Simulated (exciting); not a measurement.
**S L₂,₃-edge absorption of CsLuS2, all-electron BSE**

How far do the exchange and direct terms reshape the S L₂,₃ edge of CsLuS2?

Main program and level: exciting sodium; X-ray absorption, core-level Bethe-Salpeter equation, exchange and statically screened direct term, Tamm-Dancoff, all-electron LAPW+lo LDA.

## Step 1: Set-up

The structure is trigonal, space group R-3m (No. 166). Conventional cell: a = 3.988 Å, b = 3.988 Å, c = 24.135 Å, α = 90.00°, β = 90.00°, γ = 120.00°. Nearest to Lu lie 6 S at 2.71 Å. Nearest to Cs lie 6 S at 3.47 Å. Nearest to S lie 3 Lu at 2.71 Å and 3 Cs at 3.47 Å. Farther neighbours and most contacts between anions are not listed.

As a file:

```cif
data_structure
_symmetry_space_group_name_H-M 'R-3m:H'
_symmetry_Int_Tables_number 166
_cell_length_a 3.9880
_cell_length_b 3.9880
_cell_length_c 24.1354
_cell_angle_alpha 90.000
_cell_angle_beta 90.000
_cell_angle_gamma 120.000
_cell_volume 332.43
loop_
_atom_site_label
_atom_site_type_symbol
_atom_site_symmetry_multiplicity
_atom_site_Wyckoff_symbol
_atom_site_fract_x
_atom_site_fract_y
_atom_site_fract_z
_atom_site_occupancy
Lu1 Lu 3 b 0.33333 0.66667 0.16667 1
Cs1 Cs 3 a 0.00000 0.00000 0.00000 1
S1 S 6 c 0.00000 0.00000 0.22592 1
```

Differences between curves are given as r.m.s. difference over r.m.s. height.

## Step 2: Ground state

The species files are the program's own, with muffin-tin radii set in the input.

input.xml reads:

```
<input>
  <title>CsLuS2</title>
  <structure speciespath="." autormt="false" epslat="1.0e-5">
    <crystal>
      <basevect>3.7681426455 2.1755381707 15.2030910547</basevect>
      <basevect>-3.7681426455 2.1755381707 15.2030910547</basevect>
      <basevect>0.0000000000 -4.3510763414 15.2030910547</basevect>
    </crystal>
    <species speciesfile="Lu.xml" rmt="2.300">
      <atom coord="0.5000000000 0.5000000000 0.5000000000"/>
    </species>
    <species speciesfile="Cs.xml" rmt="2.464">
      <atom coord="0.0000000000 0.0000000000 0.0000000000"/>
    </species>
    <species speciesfile="S.xml" rmt="2.300">
      <atom coord="0.2259167700 0.2259167700 0.2259167700"/>
      <atom coord="0.7740832300 0.7740832300 0.7740832300"/>
    </species>
  </structure>
  <groundstate do="fromscratch" xctype="LDA_PW" ngridk="3 3 3" rgkmax="7" gmaxvr="14" nempty="8" swidth="0.001" maxscl="100" epsengy="1e-5"/>
</input>
```

Started as:

```
OMP_NUM_THREADS=1 mpirun -n 2 exciting
```

Numbers of over 12 decimals in the logs are rounded to 6 here.

What it wrote:

```text
EXCITING SODIUM started
********************************************************************************
* Ground-state run starting from atomic densities                              *
********************************************************************************
+ Starting initialization                                                      +
[... lattice and species ...]
 Spin treatment                             :    spin-unpolarised
 Number of Bravais lattice symmetries       :      12
[...]
+ Self-consistent loop stopped                                                 +
 STATE.OUT is written
********************************************************************************
* Groundstate module stopped                                                   *
********************************************************************************
 Total time spent (seconds)                 :        56.61
- CAUTION! Warnings have been written in file WARNING.OUT !                    -
| EXCITING SODIUM stopped                                                      =
[key lines of the parts left out:]
Total energy                               :    -23152.76893951
Fermi energy                               :         0.19931129
```

Wall time 58 s (2 MPI ranks of Arm Neoverse V1, shared host).

The warnings file holds hints only, no warning.

The mesh shows a gap of 2.11 eV. Core levels (Dirac, from the valence top):

```csv
atom,level,energy (eV)
S,1s1/2,-2388.8
S,2s1/2,-202.8
S,2p1/2,-149.3
S,2p3/2,-148.0
```

## Step 3: A richer basis for the empty states

Each species file gets more local orbitals, built from u and its energy derivative at 0.15 Ha and u at 0.9 Ha.

input.xml is that of step 2.

SPECIES.xml, added lines reads:

```
<lo l="L">  <!-- L = 0, 1, 2, and 3 from Cs on -->
  <wf matchingOrder="0" trialEnergy="0.1500" searchE="false"/>
  <wf matchingOrder="1" trialEnergy="0.1500" searchE="false"/>
  <wf matchingOrder="0" trialEnergy="0.9000" searchE="false"/>
</lo>
```

Started as:

```
OMP_NUM_THREADS=1 mpirun -n 2 exciting
```

What it wrote:

```text
EXCITING SODIUM started
********************************************************************************
* Ground-state run starting from atomic densities                              *
********************************************************************************
+ Starting initialization                                                      +
[... lattice and species ...]
 Spin treatment                             :    spin-unpolarised
 Number of Bravais lattice symmetries       :      12
[...]
+ Self-consistent loop stopped                                                 +
 STATE.OUT is written
********************************************************************************
* Groundstate module stopped                                                   *
********************************************************************************
 Total time spent (seconds)                 :        59.13
- CAUTION! Warnings have been written in file WARNING.OUT !                    -
| EXCITING SODIUM stopped                                                      =
[key lines of the parts left out:]
Total energy                               :    -23152.77003436
Fermi energy                               :         0.19959808
```

Run time: 60 s. Hardware: 2 MPI ranks.

Against the first ground state the total energy moves by -7 meV an atom and the gap by 0.00 eV.

## Step 4: Screening, kernels and BSE for S atom 3

The absorber has 3 Lu at 2.71 Å (pyramidal, site symmetry 3m).

input.xml: that of step 3 with these lines changed.

```diff
@@ -19,3 +19,19 @@
   </structure>
-  <groundstate do="fromscratch" xctype="LDA_PW" ngridk="3 3 3" rgkmax="7" gmaxvr="14" nempty="8" swidth="0.001" maxscl="100" epsengy="1e-5"/>
+  <groundstate do="skip" xctype="LDA_PW" ngridk="3 3 3" rgkmax="7" gmaxvr="14" nempty="8" swidth="0.001" maxscl="100" epsengy="1e-5"/>
+  <xs xstype="BSE" ngridk="2 2 2" ngridq="2 2 2" vkloff="0.097 0.273 0.493" rgkmax="7" nempty="59" gqmax="3" lmaxapwwf="5" lmaxemat="3" broad="0.01654" tevout="true">
+    <energywindow intv="5.075 6.739" points="452"/>
+    <screening screentype="full" nempty="86"/>
+    <BSE xas="true" xasspecies="3" xasatom="1" xasedge="L23" bsetype="singlet" nstlxas="1 55"/>
+    <qpointset>
+      <qpoint>0 0 0</qpoint>
+    </qpointset>
+    <plan>
+      <doonly task="xsgeneigvec"/>
+      <doonly task="writepmatxs"/>
+      <doonly task="scrgeneigvec"/>
+      <doonly task="scrwritepmat"/>
+      <doonly task="screen"/>
+      <doonly task="scrcoulint"/>
+    </plan>
+  </xs>
 </input>
```

input.xml for the exchange start (cutoff and plan only) reads:

```
  gqmax="2.5"
  <plan>
    <doonly task="exccoulint"/>
  </plan>
```

input.xml for the last start (plan only) reads:

```
  <plan>
    <doonly task="bse"/>
  </plan>
```

Started as:

```
OMP_NUM_THREADS=1 mpirun -n 2 exciting
OMP_NUM_THREADS=1 mpirun -n 2 exciting
OMP_NUM_THREADS=2 exciting
```

What it wrote:

```text
| EXCITING SODIUM started for task xsgeneigvec ( 301)                          =
One-shot GS runs for BSE calculations
One-shot GS runs for k+qmt/2 grids
Info(xsgeneigvec): Generating eigenvectors for Q-point      1
Info(xsgeneigvec): Generation of eigenvectors finished
| EXCITING SODIUM started for task writepmatxs ( 320)                          =
Info(writepmatxs): Momentum matrix elements finished
| EXCITING SODIUM started for task scrgeneigvec ( 401)                         =
One-shot GS runs for BSE calculations
One-shot GS runs for k+qmt/2 grids
[...]
Info(setup_bse_block): Setting up RR part of hamiltonian
Info(setup_bse_block): Singlet spin state
Info(bse): Diagonalizing RR Hamiltonian (TDA)
Info(bse): Invoking Lapack routine ZHEEVR
      2640 eigen solutions found in the interval:
         i1=       1 i2=    2640
Info(bse): Writing excition energies and oscillator strengths to text file.
Info(makespectrum_dist): Making spectrum using formula for coupling with time reversed AR basis.
Info(makespectrum_dist): Using formalism for vanishing momentum transfer.
Info(writederived): Writing quantities derived from the macroscopic dielectric function.
Info(bselauncher): Spectrum finished for iqmt=  1
Info(bselauncher): All done for BSE type singlet
```

Elapsed: 18 min, on 2 MPI ranks.

Wall time by task: xsgeneigvec 12 s, writepmatxs 6.3 s, scrgeneigvec 5.4 s, scrwritepmat 4.8 s, screen 2.2 min, scrcoulint 3 min, exccoulint 11 min, bse 19 s.

The S L₂,₃ spectrum of S atom 3 (energy from the Kohn–Sham onset, core level to the lowest empty state found on the meshes used, 150.11 eV; the ground-state mesh sets it, and the shifted mesh has its lowest transition 0.19 eV above it; Im ε scaled to the maximum of the singlet run; cut below the end of the band set):

```csv
E (eV),isotropic,ε ⊥ c,ε ∥ c
-3.0,0.02,0.02,0.02
-2.5,0.03,0.03,0.03
-2.0,0.04,0.03,0.04
-1.5,0.05,0.05,0.05
-1.0,0.09,0.09,0.10
-0.5,0.14,0.13,0.15
0.0,0.18,0.19,0.18
0.5,0.26,0.27,0.24
1.0,0.35,0.35,0.34
1.5,0.40,0.39,0.42
2.0,0.46,0.46,0.48
2.5,0.47,0.46,0.50
3.0,0.43,0.43,0.42
3.5,0.41,0.43,0.38
4.0,0.36,0.36,0.37
4.5,0.34,0.33,0.36
5.0,0.38,0.38,0.37
5.5,0.39,0.40,0.39
6.0,0.42,0.43,0.40
6.5,0.51,0.53,0.48
7.0,0.55,0.56,0.53
7.5,0.62,0.61,0.63
8.0,0.66,0.65,0.68
8.5,0.74,0.74,0.73
9.0,0.80,0.80,0.81
9.5,0.90,0.91,0.89
10.0,0.95,0.96,0.94
10.5,1.00,1.01,0.97
11.0,0.92,0.90,0.96
11.5,0.93,0.90,0.98
12.0,0.90,0.89,0.91
12.5,0.87,0.85,0.91
13.0,0.85,0.82,0.90
13.5,0.93,0.93,0.94
14.0,0.89,0.89,0.87
14.5,0.85,0.88,0.78
15.0,0.82,0.86,0.74
15.5,0.80,0.84,0.73
16.0,0.79,0.81,0.73
16.5,0.78,0.80,0.74
17.0,0.73,0.75,0.71
17.5,0.61,0.60,0.62
18.0,0.63,0.60,0.68
18.5,0.59,0.56,0.64
19.0,0.57,0.55,0.60
19.5,0.66,0.64,0.68
20.0,0.68,0.66,0.72
20.5,0.68,0.66,0.73
21.0,0.64,0.64,0.65
21.5,0.62,0.61,0.65
22.0,0.53,0.51,0.56
```

Maxima (height): 2.3 eV (0.48), 10.4 eV (1.00), 13.5 eV (0.94), 18.1 eV (0.63) and 20.3 eV (0.69).

The Hamiltonian has 2640 rows. The lowest groups of eigenvalues and the brightest ones, on the scale above (the program counts from the shifted mesh's onset, 0.19 eV higher). Core spinors bring spin-forbidden partners, so dark means forbidden by spin or by symmetry, and the shifted mesh splits states that symmetry would keep together:

```csv
energy (eV),states within 10 meV,relative strength
-0.780,4,0.38
-0.661,4,0.37
-0.296,4,0.28
-0.046,4,0.26
0.151,4,0.33
0.180,4,0.058
1.778,4,0.82
6.547,4,0.83
7.684,6,0.82
8.979,8,1.00
9.135,4,0.90
12.480,6,0.84
14.833,4,0.80
```

## Step 5: Independent particles

input.xml: that of step 4 with these lines changed.

```diff
@@ -23,3 +23,3 @@
     <screening screentype="full" nempty="86"/>
-    <BSE xas="true" xasspecies="3" xasatom="1" xasedge="L23" bsetype="singlet" nstlxas="1 55"/>
+    <BSE xas="true" xasspecies="3" xasatom="1" xasedge="L23" bsetype="IP" nstlxas="1 55"/>
     <qpointset>
@@ -28,8 +28,3 @@
     <plan>
-      <doonly task="xsgeneigvec"/>
-      <doonly task="writepmatxs"/>
-      <doonly task="scrgeneigvec"/>
-      <doonly task="scrwritepmat"/>
-      <doonly task="screen"/>
-      <doonly task="scrcoulint"/>
+      <doonly task="bse"/>
     </plan>
```

Started as:

```
OMP_NUM_THREADS=2 exciting
```

What it wrote:

```text
| EXCITING SODIUM started for task bse ( 445)                                  =
Info(bselauncher): Init time:    3.082805
Info(bselauncher): Setting up and diagonalizing BSE Hamiltonian.
Info(bselauncher): Using momentum transfer vectors from list :   1 to  1
Info(bselauncher): Distributing qmt-points over   1 processes.
Info(bselauncher): BSE type: IP
Info(bselauncher): Momentum transfer list index: iqmt=  1
Info(bselauncher): Momentum transfer: vqmtl=   0.000   0.000   0.000
Info(bse): Inspecting occupations...
Info(setranges_modxs): Number of non-reduced k-points:        8
[...]
highest unoccupied state:  83
  Opening gap with a scissor of:      0.000/H      0.000/eV
Info(select_transitions): Number of participating transitions:    2640
Info(bse): Selecting transitions...
Info(bse):bsegap (eV):   150.301944
Info(bse): IP requested, nothing much to do
Info(bse): Writing excition energies and oscillator strengths to text file.
Info(makespectrum_dist): Making spectrum using formula for coupling with time reversed AR basis.
Info(makespectrum_dist): Using formalism for vanishing momentum transfer.
Info(writederived): Writing quantities derived from the macroscopic dielectric function.
Info(bselauncher): Spectrum finished for iqmt=  1
Info(bselauncher): All done for BSE type IP
```

The job ended after 4.5 s (2 threads).

Maxima (height): 14.8 eV (0.89), 16.8 eV (0.91), 18.0 eV (0.93), 18.9 eV (0.87) and 21.0 eV (0.88); 2 lower ones aren't listed. Against the singlet run the r.m.s. difference is 36 %. Moving the earlier curve by +3.7 eV leaves 15 %. The highest maximum lies at 18.0 eV (0.93), against 10.4 eV (1.00).

## Step 6: Exchange alone

input.xml: that of step 5 with these lines changed.

```diff
@@ -23,3 +23,3 @@
     <screening screentype="full" nempty="86"/>
-    <BSE xas="true" xasspecies="3" xasatom="1" xasedge="L23" bsetype="IP" nstlxas="1 55"/>
+    <BSE xas="true" xasspecies="3" xasatom="1" xasedge="L23" bsetype="RPA" nstlxas="1 55"/>
     <qpointset>
```

Started as:

```
OMP_NUM_THREADS=2 exciting
```

What it wrote:

```text
| EXCITING SODIUM started for task bse ( 445)                                  =
Info(bselauncher): Init time:    3.065063
Info(bselauncher): Setting up and diagonalizing BSE Hamiltonian.
Info(bselauncher): Using momentum transfer vectors from list :   1 to  1
Info(bselauncher): Distributing qmt-points over   1 processes.
Info(bselauncher): BSE type: RPA
Info(bselauncher): Momentum transfer list index: iqmt=  1
Info(bselauncher): Momentum transfer: vqmtl=   0.000   0.000   0.000
Info(bse): Inspecting occupations...
Info(setranges_modxs): Number of non-reduced k-points:        8
[...]
Info(setup_bse_block): Setting up RR part of hamiltonian
Info(setup_bse_block): Using RPA approximation
Info(bse): Diagonalizing RR Hamiltonian (TDA)
Info(bse): Invoking Lapack routine ZHEEVR
      2640 eigen solutions found in the interval:
         i1=       1 i2=    2640
Info(bse): Writing excition energies and oscillator strengths to text file.
Info(makespectrum_dist): Making spectrum using formula for coupling with time reversed AR basis.
Info(makespectrum_dist): Using formalism for vanishing momentum transfer.
Info(writederived): Writing quantities derived from the macroscopic dielectric function.
Info(bselauncher): Spectrum finished for iqmt=  1
Info(bselauncher): All done for BSE type RPA
```

Run time: 20 s. Hardware: 2 threads.

Maxima (height): 14.8 eV (0.86), 16.8 eV (0.90), 18.0 eV (0.94), 18.9 eV (0.88) and 21.1 eV (0.90); 2 lower ones aren't listed. The spectrum differs from the independent-particle run by 4 % r.m.s.

## Step 7: A changed run

In this try the input is made faulty on purpose, to show what that does.

input.xml: that of step 6 with these lines changed.

```diff
@@ -22,4 +22,4 @@
     <energywindow intv="5.075 6.739" points="452"/>
-    <screening screentype="full" nempty="86"/>
-    <BSE xas="true" xasspecies="3" xasatom="1" xasedge="L23" bsetype="RPA" nstlxas="1 55"/>
+    <screening screentype="full" nempty="3"/>
+    <BSE xas="true" xasspecies="3" xasatom="1" xasedge="L23" bsetype="singlet" nstlxas="1 55"/>
     <qpointset>
@@ -28,3 +28,6 @@
     <plan>
-      <doonly task="bse"/>
+      <doonly task="scrgeneigvec"/>
+      <doonly task="scrwritepmat"/>
+      <doonly task="screen"/>
+      <doonly task="scrcoulint"/>
     </plan>
```

input.xml for the last start (plan only) reads:

```
  <plan>
    <doonly task="bse"/>
  </plan>
```

Started as:

```
OMP_NUM_THREADS=1 mpirun -n 2 exciting
OMP_NUM_THREADS=2 exciting
```

What it wrote:

```text
| EXCITING SODIUM started for task scrgeneigvec ( 401)                         =
One-shot GS runs for BSE calculations
One-shot GS runs for k+qmt/2 grids
Info(xsgeneigvec): Generating eigenvectors for Q-point      1
Using screening GS parameters.
Info(xsgeneigvec): Generation of eigenvectors finished
| EXCITING SODIUM started for task scrwritepmat ( 420)                         =
Info(writepmatxs): Momentum matrix elements finished
Info(scrwritepmat): Momentum matrix elements for screening finished
| EXCITING SODIUM started for task screen ( 430)                               =
[...]
Info(setup_bse_block): Setting up RR part of hamiltonian
Info(setup_bse_block): Singlet spin state
Info(bse): Diagonalizing RR Hamiltonian (TDA)
Info(bse): Invoking Lapack routine ZHEEVR
      2640 eigen solutions found in the interval:
         i1=       1 i2=    2640
Info(bse): Writing excition energies and oscillator strengths to text file.
Info(makespectrum_dist): Making spectrum using formula for coupling with time reversed AR basis.
Info(makespectrum_dist): Using formalism for vanishing momentum transfer.
Info(writederived): Writing quantities derived from the macroscopic dielectric function.
Info(bselauncher): Spectrum finished for iqmt=  1
Info(bselauncher): All done for BSE type singlet
```

Run time: 4.1 min. Hardware: 2 MPI ranks.

The input has a fault: far too few empty states in the screening. The spectrum differs from the singlet run by 57 % r.m.s. Moving the earlier curve by -6.8 eV leaves 32 %. The highest maximum lies at 0.2 eV (1.07), against 10.4 eV (1.00). The first bright state moves from -0.78 to -1.87 eV. Too few states underscreen, so the attraction is too strong.

```csv
E (eV),first run,this run
-5.0,0.01,0.03
-4.0,0.02,0.04
-3.0,0.02,0.08
-2.0,0.04,0.27
-1.0,0.09,0.53
0.0,0.18,1.00
1.0,0.35,0.82
2.0,0.46,0.66
3.0,0.43,0.57
4.0,0.36,0.76
5.0,0.38,0.89
6.0,0.42,0.97
7.0,0.55,0.91
8.0,0.66,0.90
9.0,0.80,0.90
10.0,0.95,0.74
11.0,0.92,0.65
12.0,0.90,0.60
13.0,0.85,0.62
14.0,0.89,0.49
15.0,0.82,0.48
16.0,0.79,0.43
17.0,0.73,0.35
18.0,0.63,0.38
19.0,0.57,0.44
20.0,0.68,0.40
21.0,0.64,0.31
22.0,0.53,0.23
```

## Step 8: Ground state with other settings

In this try the input is made faulty on purpose, to show what that does.

input.xml reads:

```
<input>
  <title>CsLuS2</title>
  <structure speciespath="." autormt="false" epslat="1.0e-5">
    <crystal>
      <basevect>3.7681426455 2.1755381707 15.2030910547</basevect>
      <basevect>-3.7681426455 2.1755381707 15.2030910547</basevect>
      <basevect>0.0000000000 -4.3510763414 15.2030910547</basevect>
    </crystal>
    <species speciesfile="Lu.xml" rmt="2.300">
      <atom coord="0.5000000000 0.5000000000 0.5000000000"/>
    </species>
    <species speciesfile="Cs.xml" rmt="2.464">
      <atom coord="0.0000000000 0.0000000000 0.0000000000"/>
    </species>
    <species speciesfile="S.xml" rmt="2.300">
      <atom coord="0.2259167700 0.2259167700 0.2259167700"/>
      <atom coord="0.7740832300 0.7740832300 0.7740832300"/>
    </species>
  </structure>
  <groundstate do="fromscratch" xctype="LDA_PW" ngridk="3 3 3" rgkmax="3.5" gmaxvr="14" nempty="8" swidth="0.001" maxscl="100" epsengy="1e-5"/>
</input>
```

SPECIES.xml, added lines is that of step 3.

Started as:

```
OMP_NUM_THREADS=1 mpirun -n 2 exciting
```

What it wrote:

```text
EXCITING SODIUM started
********************************************************************************
* Ground-state run starting from atomic densities                              *
********************************************************************************
+ Starting initialization                                                      +
[... lattice and species ...]
 Spin treatment                             :    spin-unpolarised
 Number of Bravais lattice symmetries       :      12
[...]
+ Self-consistent loop stopped                                                 +
 STATE.OUT is written
********************************************************************************
* Groundstate module stopped                                                   *
********************************************************************************
 Total time spent (seconds)                 :        53.08
- CAUTION! Warnings have been written in file WARNING.OUT !                    -
| EXCITING SODIUM stopped                                                      =
[key lines of the parts left out:]
Total energy                               :    -23151.31852744
Fermi energy                               :         0.18885875
```

Run time: 54 s. Hardware: 2 MPI ranks.

Against the second ground state the total energy moves by 9874 meV an atom and the gap by -0.19 eV.

(Continued in part 2 of 2.)

[Banner, clock and machine lines of the logs are left out without a mark of their own.]

[Logs are printed without paths, hosts, clocks, repeated set-up lines and the standing remarks that a program may print on its own settings, such as how far it seeks lower states.]

[Hosts, paths, dates, database ids (printed as entryN), source tags and the programs' standing remarks are cut or masked in the printed files.]
